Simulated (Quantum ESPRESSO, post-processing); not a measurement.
# Pb(100), 5 layers: test of the smearing, part 4 of 4

Which setting serves for Pb(100), 5 layers? The runs below step through one kind of setting.

Quantum ESPRESSO 7.5; plane-wave DFT, PBE, SSSP efficiency pseudopotentials.

So far. Step 9 (Self-consistent run: fd smearing, 0.01 Ry): Counted from each run's own zero (the Fermi level), the vacuum level differs from the first run's by -23 meV.

**10. Ground state: fd smearing, 0.03 Ry**

File c8.in:

```
&control
  prefix = 'c8'
  outdir = './out'
  pseudo_dir = './pseudo'
  calculation = 'scf'
  tprnfor = .true.
/
&system
  ibrav = 0
  nat = 5
  ntyp = 1
  ecutwfc = 45
  ecutrho = 360
  occupations = 'smearing'
  smearing = 'fd'
  degauss = 0.03
  assume_isolated = 'esm'
  esm_bc = 'bc1'
/
&electrons
  conv_thr = 1e-07
  mixing_beta = 0.4
  electron_maxstep = 120
  mixing_mode = 'local-TF'
/
ATOMIC_SPECIES
  Pb  207.2000  Pb.pbe-dn-kjpaw_psl.0.2.2.UPF
CELL_PARAMETERS angstrom
  3.50017856687341 0.00000000000000 0.00000000000000
  0.00000000000000 3.50017856687341 0.00000000000000
  0.00000000000000 0.00000000000000 25.90000000000000
ATOMIC_POSITIONS crystal
  Pb  0.000000000000 0.000000000000 -0.191119691120
  Pb  0.500000000000 0.500000000000 -0.095559845560
  Pb  0.000000000000 0.000000000000 0.000000000000
  Pb  0.500000000000 0.500000000000 0.095559845560
  Pb  0.000000000000 0.000000000000 0.191119691120
K_POINTS automatic
  10 10 1 0 0 0
```

Command:

```sh
OMP_NUM_THREADS=1 mpirun -n 4 pw.x -nk 4 -in c8.in > c8.out
```

Output:

```text
[banner, memory and clock lines left out]
Program PWSCF v.7.5 starts
[...]
Message from routine setup:
[...]
number of electrons       =        70.00
     number of Kohn-Sham states=           42
     kinetic-energy cutoff     =      45.0000  Ry
     charge density cutoff     =     360.0000  Ry
[...]
number of k points=    21  Fermi-Dirac smearing, width (Ry)=  0.0300
[...]
Dense  grid:   246811 G-vectors     FFT dimensions: (  40,  40, 300)
[...]
negative rho (up, down):  7.578E-05 0.000E+00
     Starting wfcs are   45 randomized atomic wfcs
[...]
negative rho (up, down):  3.111E-08 0.000E+00
[...]
estimated scf accuracy    <       0.06896498 Ry
[...]
estimated scf accuracy    <       0.04484193 Ry
[...]
estimated scf accuracy    <       0.00272983 Ry
[...]
estimated scf accuracy    <       0.00228293 Ry
[...]
estimated scf accuracy    <       0.00198758 Ry
[...]
estimated scf accuracy    <       0.00319561 Ry
[...]
estimated scf accuracy    <       0.00146699 Ry
[...]
estimated scf accuracy    <       0.00180036 Ry
[...]
estimated scf accuracy    <       0.00106765 Ry
[...]
estimated scf accuracy    <       0.00018565 Ry
[...]
estimated scf accuracy    <       0.00012000 Ry
[...]
negative rho (up, down):  8.527E-06 0.000E+00
[...]
estimated scf accuracy    <       0.00009652 Ry
[...]
negative rho (up, down):  6.541E-06 0.000E+00
[...]
estimated scf accuracy    <       0.00005335 Ry
[...]
negative rho (up, down):  5.277E-06 0.000E+00
[...]
estimated scf accuracy    <       0.00008260 Ry
[...]
negative rho (up, down):  1.626E-05 0.000E+00
[...]
estimated scf accuracy    <       0.00008540 Ry
[...]
negative rho (up, down):  1.754E-05 0.000E+00
[...]
estimated scf accuracy    <       0.00002817 Ry
[...]
negative rho (up, down):  7.307E-06 0.000E+00
[...]
estimated scf accuracy    <       0.00001709 Ry
[...]
negative rho (up, down):  4.318E-06 0.000E+00
[...]
estimated scf accuracy    <       0.00000161 Ry
[...]
negative rho (up, down):  4.336E-06 0.000E+00
[...]
estimated scf accuracy    <       0.00000076 Ry
[...]
negative rho (up, down):  5.700E-06 0.000E+00
[...]
estimated scf accuracy    <       0.00000076 Ry
[...]
negative rho (up, down):  1.199E-05 0.000E+00
[...]
estimated scf accuracy    <       0.00000026 Ry
[...]
negative rho (up, down):  1.132E-05 0.000E+00
[...]
estimated scf accuracy    <       0.00000122 Ry
[...]
negative rho (up, down):  1.512E-05 0.000E+00
[...]
estimated scf accuracy    <       0.00000083 Ry
[...]
negative rho (up, down):  2.474E-05 0.000E+00
[...]
estimated scf accuracy    <       0.00000059 Ry
[...]
negative rho (up, down):  3.064E-05 0.000E+00
[...]
estimated scf accuracy    <       0.00000057 Ry
[...]
negative rho (up, down):  2.881E-05 0.000E+00
[...]
estimated scf accuracy    <       0.00000064 Ry
[...]
negative rho (up, down):  2.684E-05 0.000E+00
[...]
estimated scf accuracy    <       0.00000060 Ry
[...]
negative rho (up, down):  3.193E-05 0.000E+00
[...]
estimated scf accuracy    <       0.00000053 Ry
[...]
negative rho (up, down):  3.390E-05 0.000E+00
[...]
the Fermi energy is    -3.8348 ev
!    total energy              =   -4352.79707397 Ry
[...]
estimated scf accuracy    <       0.00000004 Ry
     smearing contrib. (-TS)   =      -0.11917745 Ry
     internal energy E=F+TS    =   -4352.67789651 Ry
[...]
one-electron contribution =   10684.08261725 Ry
     hartree contribution      =   -5319.12345648 Ry
     xc contribution           =    -221.65627512 Ry
     ewald contribution        =   -5853.78086743 Ry
[...]
convergence has been achieved in  29 iterations
     negative rho (up, down):  3.390E-05 0.000E+00
[...]
Total force =     0.013098     Total SCF correction =     0.000646
[...]
```

It took 4.6 min on 4 MPI ranks of Arm Neoverse V1, shared host; peak memory 1.4 GiB.

This step gave:

* free energy: -59222.8212 eV
* energy at zero smearing: -59222.0105 eV
* Fermi energy: -3.835 eV
* vacuum line at the lower end of the cell, over the Fermi level: 3.835 eV
* vacuum line at the upper end of the cell, over the Fermi level: 3.835 eV

The program's own clock; routines nest. Time by routine:

| routine | wall time (s) | calls |
| --- | --- | --- |
| PWSCF | 277.3 | 1 |
| electrons | 272.6 | 1 |
| c_bands | 206.5 | 30 |
| cegterg | 173.2 | 180 |
| h_psi | 114.7 | 1445 |
| fftw | 97.13 | 56940 |
| vloc_psi | 91.53 | 1445 |
| sum_band | 25.84 | 30 |
| mix_rho | 15.18 | 30 |
| calbec | 14.75 | 1649 |
| PAW_pot | 12.28 | 30 |
| add_vuspsi | 11.55 | 1445 |
| s_psi | 11.37 | 1445 |
| h_psi:calbec | 11.19 | 1445 |

Counted from each run's own zero (the Fermi level), the vacuum level differs from the first run's by +122 meV.

**11. The series side by side**

All levels:

| level | vacuum level over the Fermi level (eV) | its change from the first (meV) | energy from the first (meV an atom) | SCF iterations | wall time (s) | peak memory (GiB) | CPU time (s) |
| --- | --- | --- | --- | --- | --- | --- | --- |
| mv smearing, 0.01 Ry | 3.712 | 0 | 0 | 30 | 302.4 | 1.37 | 1209 |
| mv smearing, 0.02 Ry | 3.659 | -53 | -2.478 | 34 | 340.9 | 1.45 | 1363 |
| mv smearing, 0.04 Ry | 3.687 | -25.6 | -6.856 | 33 | 305.3 | 1.45 | 1220 |
| mp smearing, 0.02 Ry | 3.673 | -39.7 | -1.979 | 31 | 298.7 | 1.44 | 1194 |
| gaussian smearing, 0.01 Ry | 3.701 | -11.8 | -0.3251 | 34 | 323.9 | 1.42 | 1295 |
| gaussian smearing, 0.03 Ry | 3.697 | -15.6 | -3.134 | 25 | 278.6 | 1.45 | 1114 |
| fd smearing, 0.002 Ry | 3.737 | 24.8 | 0.1697 | 23 | 265.1 | 1.45 | 1060 |
| fd smearing, 0.01 Ry | 3.689 | -23.4 | -2.462 | 32 | 306.5 | 1.45 | 1225 |
| fd smearing, 0.03 Ry | 3.835 | 122.3 | -4.649 | 29 | 277.8 | 1.44 | 1111 |

**12. What came out**

```
vacuum level over the Fermi level, mv smearing, 0.01 Ry : 3.712 eV
widest smearing within 20 meV of the first              : gaussian smearing, 0.03 Ry: -16 meV
setting with the largest shift of the level             : fd smearing, 0.03 Ry: +122 meV
```

**Reading.** The widest smearing within 20 meV of the first is gaussian smearing, 0.03 Ry: -16 meV. Over the series the energy moves by up to 6.86 meV an atom and the vacuum level by up to 122 meV. Energies are compared after the usual extrapolation to zero width for Gaussian and Fermi-Dirac smearing, and as printed for mv and mp. The mesh was not varied: narrow widths need more k-points than wide ones, so they want a mesh test of their own. Equal degauss is not equal width: Fermi-Dirac tails reach much further, and 0.03 Ry is an electron temperature of 4,700 K, which shifts the chemical potential and the surface dipole. The cost is much the same throughout. The times come from a shared host and are rough. Peak memory is sampled during the run and can miss the peak. The geometry is as built, not relaxed.

[Logs are printed without paths, hosts, clocks, repeated set-up lines and the standing remarks that a program may print on its own settings, such as how far it seeks lower states.]

[Hosts, paths, dates, database ids (printed as entryN), source tags and the programs' standing remarks are cut or masked in the printed files.]

[Maps of the electrostatic potential energy from Ansatz leave out the sawtooth potential of an applied field or a dipole correction, so their vacuum need not be flat; planar profiles and work functions include it.]
